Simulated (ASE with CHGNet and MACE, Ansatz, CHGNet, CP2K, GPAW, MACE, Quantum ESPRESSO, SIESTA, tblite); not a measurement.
# Machine-learned potentials on random packing of Si31O39C14H16 (at. %) (83 atoms): settings against a plane-wave reference

How do the settings of machine-learned potentials change the result for random packing of Si31O39C14H16 (at. %) (83 atoms)? A plane-wave run serves as the yardstick.

Method: the method is named at each step, in ASE with CHGNet and MACE.

## 1. The structure

The cell holds 83 atoms: 26 Si, 32 O, 12 C and 13 H. Cell: a = 10.052 Å, b = 10.052 Å, c = 10.052 Å, α = 90.0°, β = 90.0°, γ = 90.0°. 83 atoms (26 Si, 32 O, 12 C, 13 H) packed at random in a cube at 2.29 g/cm³ and pushed apart as soft spheres; a start for melting by ab initio MD, not an equilibrated structure. Then every atom was moved at random, 0.03 Å r.m.s. a Cartesian component (hydrogen 0.6 of that).

The yardstick, on the same geometry:

```
method                 : Kohn-Sham DFT, PBE, SSSP efficiency 1.3.0 pseudopotentials, plane waves (Quantum ESPRESSO 7.5); sssp-pbe-1.3.0-efficiency, cutoffs 60/480 Ry, Γ point
r.m.s. force component : 1.849 eV/Å
longest force          : 8.783 eV/Å
pressure               : -12.42 GPa
time                   : 4.4 min on 4 MPI ranks of Arm Neoverse V2, shared host
CPU time               : 18 min
```

## 2. CHGNet r2SCAN potential

Method: machine-learned interatomic potential CHGNet r2SCAN, trained on r2SCAN plane-wave data.

File run.py:

```python
import numpy as np
from ase.io import read
import mlip  # loads the published weights by name

atoms = read("structure.xyz")
atoms.calc = mlip.calc("chgnet-r2scan")
energy = atoms.get_potential_energy()
forces = atoms.get_forces()
print(f"energy {energy:.6f} eV")
print("forces (eV/A)")
for i, (a, f) in enumerate(zip(atoms, forces)):
    print(f"{i:4d} {a.symbol:2s} {f[0]:10.5f} {f[1]:10.5f} {f[2]:10.5f}")
stress = -atoms.get_stress(voigt=False) * 160.21766
print("stress (GPa, compression positive)")
for row in stress:
    print(" ".join(f"{x:10.4f}" for x in row))
```

File structure.xyz:

```xyz
83
Lattice="10.05190 0.00000 0.00000 0.00000 10.05190 0.00000 0.00000 0.00000 10.05190" Properties=species:S:1:pos:R:3 pbc="T T T"
Si 3.31341 6.86907 9.26644
Si 1.62348 1.64982 5.94298
Si 9.13004 2.81312 7.73403
Si 1.85488 5.24307 3.40016
Si 4.81255 7.88813 2.04235
Si 8.24899 5.99847 4.45229
Si 1.56046 9.63806 2.88027
Si 3.44871 5.04254 4.86713
Si 1.05384 8.97042 5.46140
Si 0.96649 5.08877 0.35704
Si 2.77734 3.65417 2.26520
Si 2.54564 7.33075 3.29451
Si 8.92126 0.82174 6.47966
Si 8.37534 8.73550 7.55199
Si 2.00244 0.11198 9.70692
Si 5.62705 9.71928 9.15457
Si 6.96365 7.72066 2.85122
Si 0.95905 2.89736 8.71208
Si 6.73930 1.40968 0.09901
Si 3.14936 3.59516 7.83817
Si 8.16677 6.76332 6.73457
Si 9.45391 2.58454 5.26096
Si 3.94929 5.64655 2.79413
Si 4.84381 5.28247 6.47584
Si 5.66394 3.40377 7.27134
Si 9.50518 4.62176 5.85061
O 7.99870 1.23287 2.60163
O 9.54740 3.78082 1.32765
O 1.34987 2.66335 1.61614
O 0.18013 9.86081 0.71570
O 6.09577 4.91779 1.68219
O 8.82687 7.76811 3.60471
O 2.78418 1.98334 0.45455
O 6.89771 0.28638 7.47982
O 0.35805 4.39529 4.02197
O 7.56526 2.94340 9.41752
O 0.82375 7.33819 4.55039
O 1.01293 8.36650 7.63572
O 9.39199 5.93615 9.21468
O 6.01847 9.12160 1.07967
O 6.04994 3.70141 4.53924
O 2.32852 2.99919 4.70258
O 7.77756 8.53969 1.01273
O 3.81118 7.72810 6.75719
O 9.66561 8.55015 8.91222
O 6.80272 2.83604 1.65917
O 7.01763 5.03480 9.31309
O 1.69264 6.61676 8.35222
O 6.17840 6.53705 4.37197
O 3.94648 9.38606 3.16735
O 3.48228 1.81065 6.56490
O 4.36112 7.91698 4.59181
O 4.30643 2.69622 1.75265
O 6.99592 1.92454 5.83734
O 10.04064 4.79124 7.77796
O 7.55863 4.70529 5.72727
[... 23 atom lines left out ...]
H 4.68368 5.58504 8.47697
H 4.42022 3.00321 5.13401
H 2.63279 1.68621 3.23832
H 9.35701 9.82553 3.21530
```

Command:

```console
> OMP_NUM_THREADS=1 python run.py > output.txt
```

Log:

```text
CHGNet vr2scan initialized with 412,525 parameters
CHGNet will run on cpu
energy -503.937805 eV
forces (eV/A)
   0 Si   -2.17346   -0.28342   -2.34587
   1 Si    4.85271    2.00489   -0.81461
   2 Si   -1.35980    1.18350    1.18184
   3 Si   -6.58563   -1.49261    1.59347
   4 Si    0.93133    3.03562    0.14162
   5 Si    0.10357    1.40845   -2.38631
   6 Si   -0.59491   -0.33421   -0.00255
   7 Si   -3.08178   -1.88946    4.49882
   8 Si   -2.04947   -4.70919   -0.37012
   9 Si   -5.64231   -0.93528   -0.28418
  10 Si    1.75223   -5.96923   -3.39242
  11 Si   -2.69023    3.06399    1.29189
  12 Si   -2.53506   -0.26761    0.41228
  13 Si    2.43307    1.05444    1.32583
  14 Si   -2.12206    1.26330   -0.07935
  15 Si   -0.64025    0.86288    1.58867
  16 Si    4.13765   -1.55126   -0.50730
  17 Si    1.79996   -1.13214    1.10145
  18 Si    3.51476    4.74248    0.60643
  19 Si    0.83460   -2.58585    0.59623
  20 Si   -0.06001   -0.69978    0.74166
  21 Si   -0.57929   -1.39775   -1.15048
  22 Si    3.12593    0.37274   -3.55680
  23 Si    1.50309    2.55208    2.17774
[...]
75 H     0.94145   -0.00217    1.85337
  76 H     0.00748   -0.26725    0.02550
  77 H    -0.49411    0.04865   -0.22601
  78 H    -1.01234   -0.51220    0.05079
  79 H    -0.94856    0.79944   -1.18873
  80 H     0.74908    0.88435   -0.17300
  81 H    -0.57300   -0.05270   -0.26997
  82 H     0.76206    0.22639    0.21170
stress (GPa, compression positive)
  -20.2598    -0.8883     2.3950
   -0.8883   -14.0387     1.8251
    2.3950     1.8251   -16.7991
```

Elapsed: 3.6 s, on 1 thread of Arm Neoverse V2, shared host; peak memory 1.4 GiB.

Banners and routine set-up lines are dropped from the logs; longer cuts are marked.

Numbers from this run, and their distance from the reference:

| Property | Result |
| --- | --- |
| r.m.s. force component | 1.974 eV/Å |
| r.m.s. difference of force components | 766.7 meV/Å |
| longest difference of force vectors | 3131 meV/Å |
| force difference over r.m.s. force | 41.46 % |
| slope of forces against the reference's | 0.9841 |
| correlation of force components | 0.9216 |
| pressure | -17.03 GPa |
| pressure difference | -4.61 GPa |

Length of the force difference by element (eV/Å):

```
element  atoms  mean  most
      C     12   1.2   2.3
      H     13  0.63   1.1
      O     32   1.2   3.1
     Si     26   1.4   2.4
```

A closer look about C66, one of the 12 C atoms: 14 atoms, nearest first, numbered in the order of the input, with positions taken from that point.

```
atom      x      y      z  distance (Å)     Fx     Fy  Fz (eV/Å)
 C66   0.00   0.00   0.00          0.00  -2.91   0.87      -3.72
 O34  -1.36   0.04  -1.14          1.77   1.87  -1.49       3.65
Si14   0.12  -1.56  -1.07          1.90   2.43   1.05       1.33
 O45   1.41  -1.75   0.29          2.26  -1.90  -1.06      -2.36
Si13   0.67   0.58  -2.14          2.32  -2.54  -0.27       0.41
Si19  -1.52   1.16   1.53          2.45   3.51   4.74       0.61
 C59   0.29   0.29   2.49          2.52  -1.23   0.32       3.32
 C68   2.61   0.65  -0.34          2.71   1.30   2.19       0.88
Si16  -2.63  -0.58   0.53          2.74  -0.64   0.86       1.59
 Si3   0.87   2.57  -0.89          2.85  -1.36   1.18       1.18
 O36  -0.69   2.70   0.80          2.90  -0.36  -3.28      -1.02
 O30   1.98  -0.44   2.15          2.95   1.11   1.77       1.00
 H74   0.14  -2.85   1.03          3.03   0.91  -0.46       0.70
 O43  -0.48  -1.76   2.44          3.05  -0.94  -0.03       1.74
```

Atoms are counted from 1 here, from 0 in the log.

Forces lie 41 % from the reference's, at 0.0034 times its CPU time (on 1 against 4 cores).

## 3. MACE MPA-0 medium potential

Method: machine-learned interatomic potential MACE MPA-0 medium, trained on PBE(+U) plane-wave data.

Edit run.py of step 2 so:

```diff
@@ -5,3 +5,3 @@
 atoms = read("structure.xyz")
-atoms.calc = mlip.calc("chgnet-r2scan")
+atoms.calc = mlip.calc("mace-mpa-0-medium")
 energy = atoms.get_potential_energy()
```

structure.xyz is that of step 2.

Log:

```text
energy -368.192340 eV
forces (eV/A)
   0 Si   -1.03779   -0.96665   -1.56740
   1 Si    3.29659    0.85024    0.02474
   2 Si   -3.26850    1.56210    1.87888
   3 Si   -7.33789   -1.56861    1.08214
   4 Si    0.58825    3.35238   -0.41274
   5 Si   -0.49334    0.28295   -3.24145
   6 Si   -0.24120    0.64270   -0.34676
   7 Si   -2.63177   -2.83160    4.32510
   8 Si   -1.37599   -2.39801    0.68844
   9 Si   -4.04736   -0.72958   -0.77219
  10 Si    1.87852   -6.68780   -3.10211
  11 Si   -3.05217    3.46694    0.72855
  12 Si   -2.64167   -1.70453    1.11390
  13 Si    1.53361    2.26796    2.41011
  14 Si   -0.90996    0.94747   -0.50709
  15 Si   -0.44929    0.24115    0.49076
  16 Si    3.40042   -1.14778   -1.12151
  17 Si    2.92652    0.15219    1.64063
  18 Si    3.31058    4.63316    1.10179
  19 Si    0.61032   -1.09987    0.52597
  20 Si    0.09297   -1.23395    0.35967
  21 Si   -0.31152   -1.26963   -2.55869
  22 Si    4.61498    0.24507   -3.12509
  23 Si    1.67692    3.19162    2.20557
[...]
75 H     0.71492    0.19344    1.45986
  76 H     0.08828   -0.05047   -0.44755
  77 H    -0.60397    0.25024   -0.38111
  78 H    -1.78993    0.28799   -0.18047
  79 H    -0.77958    0.46780   -0.78092
  80 H     0.80584    0.81671   -0.39800
  81 H    -0.56045   -0.01888    0.55540
  82 H     0.44965    0.39555   -0.02522
stress (GPa, compression positive)
  -17.3089    -0.4907     2.8185
   -0.4907    -9.6368    -0.3638
    2.8185    -0.3638   -12.9981
```

Elapsed: 6.8 s, on 1 thread; peak memory 1.1 GiB.

Against the reference:

* r.m.s. force component: 1.794 eV/Å
* r.m.s. difference of force components: 461.5 meV/Å
* longest difference of force vectors: 1974 meV/Å
* force difference over r.m.s. force: 24.96 %
* slope of forces against the reference's: 0.9395
* correlation of force components: 0.9684
* pressure: -13.31 GPa
* pressure difference: -0.8919 GPa

Against the first run (41 %), the force difference from the reference is 25 %, at 1.9 times the CPU time.

## 4. CHGNet 0.3.0 potential

Method: machine-learned interatomic potential CHGNet 0.3.0, trained on PBE(+U) plane-wave data.

Edit run.py of step 3 so:

```diff
@@ -5,3 +5,3 @@
 atoms = read("structure.xyz")
-atoms.calc = mlip.calc("mace-mpa-0-medium")
+atoms.calc = mlip.calc("chgnet-0.3.0")
 energy = atoms.get_potential_energy()
```

structure.xyz is that of step 3.

Log:

```text
CHGNet v0.3.0 initialized with 412,525 parameters
CHGNet will run on cpu
energy -392.883667 eV
forces (eV/A)
   0 Si   -1.76825   -0.66243   -1.79054
   1 Si    4.28111    1.35942   -0.31775
   2 Si   -2.64296    1.13137    1.20008
   3 Si   -7.19972   -1.37025    1.64634
   4 Si    0.09709    2.55744   -0.26381
   5 Si    0.00682    1.46554   -2.60923
   6 Si   -0.52524    0.00076   -0.26766
   7 Si   -2.78439   -2.21587    3.90993
   8 Si   -1.76495   -3.94429    0.19768
   9 Si   -5.05331   -0.73883   -0.44259
  10 Si    1.62791   -6.44966   -3.68396
  11 Si   -2.17884    3.39361    1.29871
  12 Si   -2.78049   -0.36234    0.31813
  13 Si    2.66986    0.82974    1.21209
  14 Si   -1.63549    1.01845    0.01110
  15 Si   -0.39298    0.62367    1.33404
  16 Si    4.24885   -1.03075   -1.13305
  17 Si    2.55268   -0.95807    1.64267
  18 Si    3.27688    4.40777    0.88861
  19 Si    0.67640   -2.16619    0.75904
  20 Si    0.84315   -1.10584    0.35377
  21 Si   -0.44253   -1.31624   -1.72303
  22 Si    4.29829    0.29033   -3.59229
  23 Si    1.27087    2.72008    2.06773
[...]
75 H     0.87968    0.12470    1.51635
  76 H     0.22138   -0.26212   -0.06418
  77 H    -0.50877   -0.08744   -0.28009
  78 H    -1.40420   -0.54803   -0.02227
  79 H    -0.59684    0.64094   -0.57559
  80 H     1.09354    1.19053   -0.34806
  81 H    -0.46907    0.06998   -0.22632
  82 H     0.40799    0.25653    0.24012
stress (GPa, compression positive)
  -18.8830    -0.5290     1.9587
   -0.5290   -13.2291     1.5894
    1.9587     1.5894   -16.3209
```

Wall time 3.2 s (1 thread); peak memory 1.4 GiB.

Against the reference:

```yaml
r_m_s_force_component: 1.905 eV/Å
r_m_s_difference_of_force_components: 587 meV/Å
longest_difference_of_force_vectors: 2886 meV/Å
force_difference_over_r_m_s_force: 31.74 %
slope_of_forces_against_the_reference_s: 0.9805
correlation_of_force_components: 0.9516
pressure: -16.14 GPa
pressure_difference: -3.722 GPa
```

Against the first run (41 %), the force difference from the reference is 32 %, at 0.91 times the CPU time.

## 5. Side by side

Differences are against the plane-wave reference, forces as r.m.s. over components; share is that over the reference's r.m.s. force, slope the least-squares factor from reference forces to these. Total energies of different programs have different zeros and aren't compared.

```csv
run,"Δ force, r.m.s. (meV/Å)",share (%),slope,Δ pressure (GPa),cores,CPU time,memory (GiB)
reference,-,-,-,-,4,18 min,3.3
CHGNet r2SCAN potential,767,41.5,0.984,-4.61,1,3.6 s,1.4
MACE MPA-0 medium potential,461,25.0,0.940,-0.892,1,6.8 s,1.1
CHGNet 0.3.0 potential,587,31.7,0.981,-3.72,1,3.2 s,1.4
```

Times of the machine-learned potentials are mostly Python's start and the loading of weights.

CPU time is summed over cores on a shared host, where runs went side by side, so it is rough. Symmetry, cutoffs, thresholds, outputs and thread counts weren't matched or tuned between programs; memory under MPI is the largest rank's times the ranks.

## 6. Summary of results

```json
{
  "nearest in forces": "MACE MPA-0 medium potential, 25 %",
  "its CPU time": "6.8 s"
}
```

What this shows: Machine-learned potentials differ by 25 % (MACE MPA-0 medium potential) to 41 % (CHGNet r2SCAN potential); they were trained on other programs' data, some at another functional. The reference's pressure holds the uncorrected Pulay stress of its 60 Ry basis, so small pressure differences, and their order, may be the reference's own error. The electron count is odd in QE PBE, sssp-1.3.0-efficiency, 60/480 Ry, and they have no spin polarisation, so the unpaired electron is spread evenly over both spins. Machine-learned potentials mimic data converged in k, so the reference's own k-point error enters their differences. The reference's stress is far from hydrostatic: its diagonal is -15.2, -9.8, -12.3 GPa, compression counted positive. The reference's pressure of -12 GPa belongs to unrelaxed atoms and would change as they relax. The electronic-structure runs sample only Γ, in a cell whose shortest periodic width is 10 Å, which is coarse for a cell with partly filled levels.

[Long decimals in the printed logs are rounded to 6 places.]

[Also dropped from logs without a mark: lines with file paths, logging warnings of Python, QE's lines on negative density and diagonalisation, SIESTA's first energy breakdown, zero terms and Voronoi charges.]

[Logs are printed without paths, hosts, clocks, repeated set-up lines and the standing remarks that a program may print on its own settings, such as how far it seeks lower states.]

[Hosts, paths, dates, database ids (printed as entryN), source tags and the programs' standing remarks are cut or masked in the printed files.]

[Most failed runs of this program on this cell are left out, timed-out ones always.]
